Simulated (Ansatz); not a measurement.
# Grüneisen parameters and expansion of Cu (Copper, Fm-3m), part 2 of 4

Wanted: mode Grüneisen parameters of Cu (Copper) and a free-energy fit over volumes.

What experiment has found for this phase:
- heat capacity C_P per formula unit 24.5 J/mol/K near room temperature (given in “High-Throughput Prediction of Finite-Temperature Properties using the Quasi-Harmonic Approximation”, 2016, arXiv:1603.06924)

Ansatz 0.2.0; DFT LDA, scalar-relativistic, plane waves, PAW; PAW set soft_1.

So far. Step 2 (A first coarse run): The start is under -12 GPa at this level and looks like a metal on this mesh.

## Step 5: Tight relaxation

The thresholds are tightened for a last relaxation ahead of the phonons, and where mesh or smearing change with them the cell follows.

The input, input.yaml:

```yaml
crystal:
  lattice:
    - [0.0, 1.7589825781, 1.7589825781]
    - [1.7589825781, 0.0, 1.7589825781]
    - [1.7589825781, 1.7589825781, 0.0]
  atoms:
    - { symbol: Cu, position: [0.0, 0.0, 0.0] }
kpoints:
  mp_grid: { grid: [20, 20, 20] }
hamiltonian:
  xc: lda
  pseudopotentials: { kind: paw, azcp: { folder: soft_1 }, xc_functional: pbe }
scf:
  occupations: { method: methfessel_paxton, width: 0.2 }
  lower_state_search: "off"
output:
  forces: true
  stress: true
  eigenvalues: true
  write_density: true
  write_potential: true
  elf: true
  volumetric_format: npy
relax:
  adjacent_minimum: "off"
  f_tol: 0.001
  max_steps: 60
  cell: { stress_tol: 0.01 }
```

On the command line:

```console
> ansatz run input.yaml --threads 8 --pin off --max-ram 16384MiB --backend cpu --events-out ev --progress --plain --runs-dir out
```

Numbers of over 12 decimals in the logs are rounded to 6 here.

The log of the run:

```text
[...]
Crystal: 1 atoms, lattice volume = 10.885 Å³
Basis set: ecut = 420 eV, 181 PW (Γ)
Bands: 14, of which v1, the nominal top of the filled ones, is band 10 counted from 1 (9 counted from 0)
Symmetry: 48 space group operations
[...]
k-points: 256 of 8000
[...]
SCF iter   1: F=—  HF=-6556.901499 eV  |F-HF|=—  |Δ(HF+E_count)|=         —  Δρ=3.11e-1  dr2=6.07e0  ethr=3.10e-3  ⟨swp⟩=5.0  Hψ=16722  notcnv=0
[...]
SCF iter   6: F=-6555.722879 eV  HF=-6555.722879 eV  |F-HF|=9.40e-8  |Δ(HF+E_count)|=   9.44e-7  S|Δr|=    0.00e0  Δρ=2.64e-5  dr2=4.91e-8  ethr=5.26e-10  ⟨swp⟩=9.4  Hψ=24056  notcnv=0
SCF 1 converged in 6 iterations: F = -6555.722879 eV  dr2 = 4.91e-8
  Residual-converged pass: ⟨swp⟩=1.0  Hψ=4609  notcnv=0  max |occ|·‖R‖ = 7.0e-9 eV (tolerance 1.0e-8 eV)  dr2=4.91e-8  dr2_onsite=6.92e-8  max |Δocc| = 1.6e-10
[...]
relax step   1: F+E_penalty+E_count = -6555.72287872 eV  Δ(F+E_penalty+E_count) = +0.000e0 eV  max|allowed force component| = 0.000e0 eV/Å  Δτ_max = 0.0000 Å  P = -0.001 GPa  Ω = 10.885 Å³  (6 SCF iters, dr2 threshold 1.00e-7 eV, accepted)
[...]
SCF iter   5: F=-6555.722879 eV  HF=-6555.722879 eV  |F-HF|=9.09e-13  |Δ(HF+E_count)|=  9.09e-13  S|Δr|=    0.00e0  Δρ=2.42e-8  dr2=1.99e-14  ethr=1.00e-12  ⟨swp⟩=4.1  Hψ=10930  notcnv=0
SCF 2 converged in 5 iterations: F = -6555.722879 eV  dr2 = 1.99e-14
relax step   2: F+E_penalty+E_count = -6555.72287880 eV  Δ(F+E_penalty+E_count) = -7.335e-8 eV  max|allowed force component| = 0.000e0 eV/Å  Δτ_max = 0.0000 Å  P = -0.001 GPa  Ω = 10.885 Å³  stress off target by 8.82e-4 GPa  SCF on the basis re-selected at this cell (its energy is not comparable with the rows above)  (5 SCF iters)
basis re-selected at this cell: Δ(F+E_penalty+E_count) = -7.335e-8 eV, ΔP = -0.000 GPa vs the last step (what re-selecting the basis moved, of the pressure what is left beyond the Pulay correction that the steps carried, after the strain that the cell walked since its last selection, with what the two solves' SCF thresholds leave and, on support functions, any second-order correction that the steps lacked; it is no measure of the basis error at this ecutwfc). This SCF's stress stands 8.82e-4 GPa from its target on what of the cell is left free (relax.cell.stress_tol is 1.00e-2 GPa) and its largest allowed force component is 0.00e0 eV/Å (relax.f_tol is 1.00e-3 eV/Å): [rest of the remark cut]
SCF converged after 5 iterations
Stability not checked: this state was not tested for a lower state beside it, because cold or Methfessel-Paxton smearing, or corrected tetrahedra, fill the levels in a way that the test cannot read (fill_not_monotonic; see scf.lower_state_search)
Free energy (F): -6555.722879 eV
[...]
Internal energy: -6555.723101 eV  (E = F + TS)
E sigma→0 (E₀):  -6555.722934 eV
Entropy (-TS):   0.000222 eV (0.222 meV/atom)
Fermi energy:    17.670538 eV
[...]
--- Stress (GPa, compression-positive) ---
       -0.000882      -0.000000       0.000000
        0.000000      -0.000882      -0.000000
        0.000000       0.000000      -0.000882
  P = ⅓ Tr σ = -0.0009 GPa (-0.009 kbar)
--- Band table (eV; the first three rows and the last of 256) ---
  k-point 0: bands = [... 6 lower, 14.3879, 14.3879, 15.3500, 15.3500, 41.0762, 44.0465, 44.0465, 44.0465]
  k-point 1: bands = [... 6 lower, 14.4080, 14.4080, 15.3418, 15.3418, 40.6250, 42.7394, 43.7399, 43.7399]
  k-point 2: bands = [... 6 lower, 14.4619, 14.4619, 15.3233, 15.3233, 38.6579, 41.9572, 43.1386, 43.1386]
  k-point 255: bands = [... 6 lower, 13.7998, 15.2972, 16.1637, 24.1806, 24.1806, 26.4604, 27.1081, 47.1071]
--- Relaxed structure (1 steps of the walk, 1 accepted, 1 SCFs on fresh bases) ---
[...]
cell:  # Å, volume = 10.8847 Å³
    - [0.0, 1.7589825781, 1.7589825781]
    - [1.7589825781, 0.0, 1.7589825781]
    - [1.7589825781, 1.7589825781, 0.0]
  atoms:
    - { symbol: Cu, position: [0.0, 0.0, 0.0] }
```

Wall time 1.2 s (8 threads of Arm Neoverse V1, shared host); peak memory 0.33 GiB; 7.1 s of CPU time.

Little changed from the start: no atom moved by 0.005 Å and no cell edge by 0.1 %.

Numbers from this step:

```yaml
pressure: -8.82e-4 GPa
```

ELF in the ac plane of the conventional cell at fractional y = 0.000, with atoms of Cu within 0.2 Å of it. It is the smooth field of the valence electrons, not physical close to the nuclei.

Values, 14 rows by 14 columns, each cell a mean:
```
0.54 0.34 0.17 0.16 0.19 0.23 0.24 0.24 0.24 0.21 0.18 0.16 0.22 0.45
0.25 0.19 0.16 0.18 0.20 0.23 0.23 0.22 0.23 0.22 0.19 0.17 0.17 0.22
0.16 0.16 0.18 0.20 0.22 0.20 0.19 0.18 0.19 0.21 0.21 0.19 0.17 0.16
0.17 0.18 0.20 0.21 0.20 0.18 0.16 0.16 0.17 0.18 0.20 0.21 0.19 0.18
0.20 0.22 0.23 0.20 0.18 0.16 0.17 0.18 0.17 0.16 0.18 0.21 0.22 0.21
0.24 0.24 0.22 0.18 0.16 0.19 0.34 0.45 0.30 0.17 0.17 0.19 0.23 0.24
0.24 0.24 0.20 0.17 0.16 0.25 0.54 0.74 0.45 0.18 0.16 0.18 0.22 0.24
0.24 0.24 0.21 0.18 0.16 0.22 0.45 0.54 0.34 0.17 0.16 0.19 0.23 0.24
0.22 0.23 0.22 0.19 0.17 0.17 0.22 0.25 0.19 0.16 0.18 0.20 0.23 0.23
0.18 0.19 0.21 0.21 0.19 0.17 0.16 0.16 0.16 0.18 0.20 0.22 0.20 0.19
0.16 0.17 0.18 0.20 0.21 0.19 0.18 0.17 0.18 0.20 0.21 0.20 0.18 0.16
0.18 0.17 0.16 0.18 0.21 0.22 0.21 0.20 0.22 0.23 0.20 0.18 0.16 0.17
0.45 0.30 0.17 0.17 0.19 0.23 0.24 0.24 0.24 0.22 0.18 0.16 0.19 0.34
0.74 0.45 0.18 0.16 0.18 0.22 0.24 0.24 0.24 0.20 0.17 0.16 0.25 0.54
```
Columns run along a (3.5 Å), rows up along c (3.5 Å), edges of the conventional cell, whose origin can differ from the input's. Atoms in or near the plane, at fractional coordinates: Cu at (0.00, 0.00), Cu at (0.50, 0.50).

Electrostatic potential energy in the ac plane of the conventional cell at fractional y = 0.000, with atoms of Cu within 0.2 Å of it. With pseudopotentials it is smooth inside the atoms' cores, unlike the true potential.

Values in eV, 14 rows by 14 columns, each cell a mean:
```
-56 -48 -26  -1  15  19  20  20  20  18  11  -9 -36 -52
-40 -32 -13   7  17  19  19  19  19  18  14   1 -21 -36
-13  -7   6  14  17  17  15  15  16  17  16  12   1  -9
 10  12  15  16  14   7  -1  -4   1  10  15  16  14  11
 18  18  18  15   6 -13 -26 -30 -23  -6  10  17  18  18
 20  20  18  12  -7 -32 -48 -52 -44 -23   1  16  19  20
 20  20  18  10 -13 -40 -56 -59 -52 -30  -4  15  19  20
 20  20  18  11  -9 -36 -52 -56 -48 -26  -1  15  19  20
 19  19  18  14   1 -21 -36 -40 -32 -13   7  17  19  19
 15  16  17  16  12   1  -9 -13  -7   6  14  17  17  15
 -4   1  10  15  16  14  11  10  12  15  16  14   7  -1
-30 -23  -6  10  17  18  18  18  18  18  15   6 -13 -26
-52 -44 -23   1  16  19  20  20  20  18  12  -7 -32 -48
-59 -52 -30  -4  15  19  20  20  20  18  10 -13 -40 -56
```
Columns run along a (3.5 Å; values clipped at the 3rd and 97th percentile), rows up along c (3.5 Å), edges of the conventional cell, whose origin can differ from the input's. Atoms in or near the plane, at fractional coordinates: Cu at (0.00, 0.00), Cu at (0.50, 0.50).

Valence density in the ac plane of the conventional cell at fractional y = 0.000, with atoms of Cu within 0.2 Å of it. It is the smooth field of the valence electrons, not physical close to the nuclei.

Ten steps, logarithmic in the rise over the least value, from '_' (0 e/Å³) to '@' (66 e/Å³), each cell a mean:
```
@@##==..______________::++%%
**++::..______________..--++
::::..__________________..::
__________....::..__________
________..::====--::________
________::++##%%##--..______
________::**@@@@%%==::______
________::++%%@@##==..______
________..--++**++::..______
__________..::::::..________
::..____________________....
==--::________________..::==
%%##--..______________::++##
@@%%==::______________::**@@
```
Columns run along a (3.5 Å), rows up along c (3.5 Å), edges of the conventional cell, whose origin can differ from the input's. Atoms in or near the plane, at fractional coordinates: Cu at (0.00, 0.00), Cu at (0.50, 0.50).

The residual pressure is -8.8e-4 GPa, small enough for phonons.

## Step 6: Phonons, V/V0 1

Phonons at this volume give one point of F(V, T); meshes stay fixed along the series.

input.yaml, the sections that differ from step 5:

```yaml
output:
  eigenvalues: true
phonons:
  method: dfpt
  qmesh: [4, 4, 4]
  temperatures: { t_max: 1000, t_step: 50 }
  qpath:
    path:
      - [[0.0, 0.0, 0.0], [0.5, 0.0, 0.5], [0.625, 0.25, 0.625]]
      - [[0.375, 0.375, 0.75], [0.0, 0.0, 0.0], [0.5, 0.5, 0.5], [0.5, 0.25, 0.75], [0.5, 0.0, 0.5]]
    npoints: 10
# crystal, kpoints, hamiltonian, scf: as in step 5
# relax: removed
```

The log of the run:

```text
[...]
Crystal: 1 atoms, lattice volume = 10.885 Å³
Basis set: ecut = 420 eV, 181 PW (Γ), exchange–correlation on 36×36×36 points (8 copies of the dense FFT grid, shifted against one another)
Bands: 14, of which v1, the nominal top of the filled ones, is band 10 counted from 1 (9 counted from 0)
Symmetry: 48 space group operations
k-points: 256 of 8000
[...]
SCF iter   1: F=—  HF=-6556.901499 eV  |F-HF|=—  |Δ(HF+E_count)|=         —  Δρ=3.11e-1  dr2=6.07e0  ethr=3.10e-3  ⟨swp⟩=5.0  Hψ=16722  notcnv=0
[...]
SCF iter   7: F=-6555.722879 eV  HF=-6555.722879 eV  |F-HF|=2.73e-12  |Δ(HF+E_count)|=   2.06e-8  S|Δr|=    0.00e0  Δρ=3.28e-7  dr2=7.22e-12  ethr=1.00e-12  ⟨swp⟩=6.0  Hψ=18164  notcnv=0
SCF 1 converged in 7 iterations: F = -6555.722879 eV  dr2 = 7.22e-12
[...]
NSCF: frozen V_eff on 256 k-points
[...]
DFPT response loops at q = (0, 0, 0) (fractional): preconditioner auto → Kerker (q_TF=auto, 2.994 Å⁻¹) (partly filled bands, converged f_vac=0.000); β = 1.00, the filter's whole step (`scf.mixing.beta` (0.50) is not read by the response loops under this deck's `scf.mixing.preconditioner`; to damp them name `kerker` or `kerker_dos`, under which they read `scf.mixing.beta`, and type it under 1.00, their step now; both keys bind the ground state too); Broyden in place of MSR1
[...]
SCF converged after 7 iterations
[...]
Free energy (F): -6555.722879 eV
[...]
Internal energy: -6555.723101 eV  (E = F + TS)
E sigma→0 (E₀):  -6555.722934 eV
Entropy (-TS):   0.000222 eV (0.222 meV/atom)
Fermi energy:    17.670536 eV
[...]
--- Band table (eV; the first three rows and the last of 256) ---
  k-point 0: bands = [... 6 lower, 14.3879, 14.3879, 15.3500, 15.3500, 41.0762, 44.0465, 44.0465, 44.0465]
  k-point 1: bands = [... 6 lower, 14.4080, 14.4080, 15.3418, 15.3418, 40.6250, 42.7394, 43.7399, 43.7399]
  k-point 2: bands = [... 6 lower, 14.4619, 14.4619, 15.3233, 15.3233, 38.6579, 41.9572, 43.1386, 43.1386]
  k-point 255: bands = [... 6 lower, 13.7998, 15.2972, 16.1637, 24.1806, 24.1806, 26.4604, 27.1081, 47.1071]
--- Phonons (Γ-DFPT): 1 representative perturbation + reference (Σ response iterations 3) ---
  ASR residual: 1.958e-4 → 0.000e0 eV/Å²; symmetrization residual: 1.667e-12 eV/Å²
  ASR residual per site (eV/Å²): 1.96e-4
  Γ frequencies (cm⁻¹): 0.00 0.00 0.00
--- Phonons (arbitrary-q DFPT): 8 irreducible q on the 4×4×4 mesh ---
  q = [0.0000, 0.0000, 0.0000] (star 1, of the zone-centre solve; hermiticity 9.10e-10, symmetrization 8.52e-9): -0.00 0.00 0.00
  q = [0.0000, 0.0000, 0.2500] (star 8, 1 solved perturbation on 4200 of 8000 k-point pairs; hermiticity 1.58e-13, symmetrization 1.28e-12): 86.74 86.74 201.20
[...]
q = [0.0000, 0.2500, 0.2500] (star 6, 2 solved perturbations in 3420 linear systems a pass and spin channel, the states on 2210 of 8000 k-point pairs; hermiticity 2.61e-13, symmetrization 6.22e-13): 133.48 133.48 200.62
[...]
sum rule: each row above includes the acoustic sum rule's correction from the zone centre's row sums; it moved no ω² by more than (0.92 cm⁻¹)²
  mesh force constants: q→R imaginary residual 0.00e0; ASR residual 1.958e-4 → 0.000e0 eV/Å²; symmetrization residual 1.776e-15 eV/Å²
  interpolated dispersion: 62 rows × 3 modes
  density of states and harmonic sums: on the 32×32×32 q-mesh, interpolated from the force constants of a 4×4×4 supercell (no non-analytic term)
  largest difference from the sums on the solved wave vectors: F 1.05e-2 eV, S 1.46e-5 and C_V 4.03e-6 eV/K
  zero-point energy: 0.033511 eV/cell   skipped modes (ω ≤ 0): 3   left out of the sums: 3.05e-5 of the cell's modes: C_V's classical limit lies that fraction below 3 k_B per atom; for a crystal, a wire or a layer, F and S can be off by more, and a phonons.interpolated_qmesh denser along its periods is the remedy for the sampling
```

Run time: 92 s. Hardware: 8 threads; peak memory 3.3 GiB; 11 min of CPU time.

Numbers from this step:

| Item | Value |
| --- | --- |
| Γ frequencies | 0, 0, 0 cm⁻¹ (negative: imaginary) |
| lowest frequency on the path | 0 cm⁻¹ |
| zero-point energy | 0.03351 eV/cell |
| highest frequency | 272.6 cm⁻¹ |
| Debye temperature from the second moment | 349 K |

No LO-TO term. The phonon branches at the labelled points (cm⁻¹):

| point | branch 1 | branch 2 | branch 3 |
| --- | --- | --- | --- |
| Γ | 0 | 0 | 0 |
| halfway | 134 | 134 | 201 |
| X | 186 | 186 | 268 |
| halfway | 180 | 195 | 263 |
| U | 167 | 216 | 246 |
| jump to K | 167 | 216 | 246 |
| halfway | 97 | 146 | 215 |
| Γ | 0 | 0 | 0 |
| halfway | 87 | 87 | 201 |
| L | 124 | 124 | 273 |
| halfway | 148 | 184 | 256 |
| W | 183 | 228 | 228 |
| halfway | 184 | 197 | 257 |
| X | 186 | 186 | 268 |

The phonon branches as a text plot (rows in cm⁻¹):

```
    267 |           ****                       *******        ***
    256 |         **    **                            *      *
    244 |        *        *  **               *        **   *
    233 |                  **  *             *           ***
    221 |       *         *                              * *
    210 |                *  *   *                       *   *
    199 |      *       **                   *          *     *
    187 |           ***      **  *                    *   *******
    176 |         **   **                                *
    165 |    **  *       **    *           *         *  *
    153 |       *          *      **                * **
    142 |                   *   *                  * *
    131 |   *  *             **           *       ***
    119 |                      * *             ****
    108 |    **                     *         *
     97 |                       * **         *
     85 |  **                            *  *
     74 |                        *         *
     62 |  *                        *
     51 |                         ** *  * *
     40 | *                         *    *
     28 | *                          *
     17 |                            *  *
      6 |*                            **
         Γ           X  U|K            Γ         L        W     X
```

Tetrahedra on 32 32 32, mean over bins of 5 cm⁻¹. Phonon density of states against wavenumber; read off at these points:

| wavenumber (cm⁻¹) | phonon density of states (1/cm⁻¹/cell) |
| --- | --- |
| 2 | 0 |
| 8 | 2.0e-5 |
| 18 | 1.5e-4 |
| 22 | 2.5e-4 |
| 32 | 5.4e-4 |
| 38 | 7.3e-4 |
| 48 | 0.00117 |
| 52 | 0.00144 |
| 62 | 0.00207 |
| 68 | 0.00244 |
| 78 | 0.00335 |
| 82 | 0.00389 |
| 92 | 0.00521 |
| 98 | 0.00604 |
| 102 | 0.00702 |
| 112 | 0.00971 |
| 118 | 0.0118 |
| 128 | 0.0185 |
| 132 | 0.0191 |
| 142 | 0.0201 |
| 148 | 0.0205 |
| 158 | 0.0213 |
| 162 | 0.0216 |
| 172 | 0.0221 |
| 178 | 0.0222 |
| 182 | 0.0207 |
| 192 | 0.0138 |
| 198 | 0.0134 |
| 208 | 0.0123 |
| 212 | 0.0116 |
| 222 | 0.00936 |
| 228 | 0.00612 |
| 238 | 0.0181 |
| 242 | 0.0272 |
| 248 | 0.0313 |
| 252 | 0.0309 |
| 258 | 0.0192 |
| 268 | 0.00667 |
| 272 | 0.00112 |

Harmonic. Thermo, by row:

| T (K) | F_vib (meV/atom) | S (J/mol-atom/K) | C_V (J/mol-atom/K) |
| --- | --- | --- | --- |
| 0 | 33.51 | 0 | 0 |
| 50 | 33.27 | 1.888 | 5.169 |
| 100 | 30.61 | 8.693 | 14.73 |
| 150 | 24.26 | 15.67 | 19.38 |
| 200 | 14.56 | 21.58 | 21.55 |
| 250 | 2.07 | 26.52 | 22.68 |
| 300 | -12.79 | 30.72 | 23.34 |
| 350 | -29.67 | 34.35 | 23.75 |
| 400 | -48.32 | 37.54 | 24.02 |
| 450 | -68.52 | 40.38 | 24.21 |
| 500 | -90.12 | 42.94 | 24.35 |
| 550 | -113 | 45.26 | 24.45 |
| 600 | -137 | 47.39 | 24.53 |
| 650 | -162.1 | 49.36 | 24.59 |
| 700 | -188.1 | 51.18 | 24.64 |
| 750 | -215.1 | 52.88 | 24.68 |
| 800 | -242.9 | 54.48 | 24.71 |
| 850 | -271.5 | 55.98 | 24.73 |
| 900 | -300.9 | 57.39 | 24.76 |
| 950 | -331 | 58.73 | 24.77 |
| 1000 | -361.8 | 60 | 24.79 |

Phonopy on the run's constants, 21x21x21 mesh, Gaussian sigma 2.1 cm⁻¹. Modes, Cu against wavenumber; read off at these points:

wavenumber (cm⁻¹), modes, Cu (1/cm⁻¹/cell) and a bar:
```
    -10.0     0.0000 
      0.0     0.0001 
     10.0     0.0000 
     20.0     0.0003 
     30.0     0.0002 
     40.0     0.0010 #
     50.0     0.0010 #
     60.0     0.0019 ##
     70.0     0.0030 ###
     80.0     0.0035 ###
     90.0     0.0039 ####
    100.0     0.0068 ######
    110.0     0.0087 ########
    120.0     0.0121 ###########
    130.0     0.0191 ##################
    140.0     0.0195 ##################
    150.0     0.0216 ####################
    160.0     0.0211 ####################
    163.7     0.0233 ######################
    170.0     0.0214 ####################
    180.0     0.0227 #####################
    190.0     0.0153 ##############
    200.0     0.0121 ###########
    205.2     0.0143 #############
    210.0     0.0106 ##########
    220.0     0.0098 #########
    230.0     0.0086 ########
    240.0     0.0231 ######################
    250.0     0.0322 ##############################
    260.0     0.0160 ###############
    270.0     0.0039 ####
    280.0     0.0000
```

No mode is imaginary beyond numerical noise at the solved wavevectors.

(Continued in part 3 of 4.)

[Logs are printed without paths, hosts, clocks, repeated set-up lines and the standing remarks that a program may print on its own settings, such as how far it seeks lower states.]

[Hosts, paths, dates, database ids (printed as entryN), source tags and the programs' standing remarks are cut or masked in the printed files.]

[A step with changed settings may run another functional than the one named; its input shows which.]

[Of the runs on displaced cells, only some may be shown.]
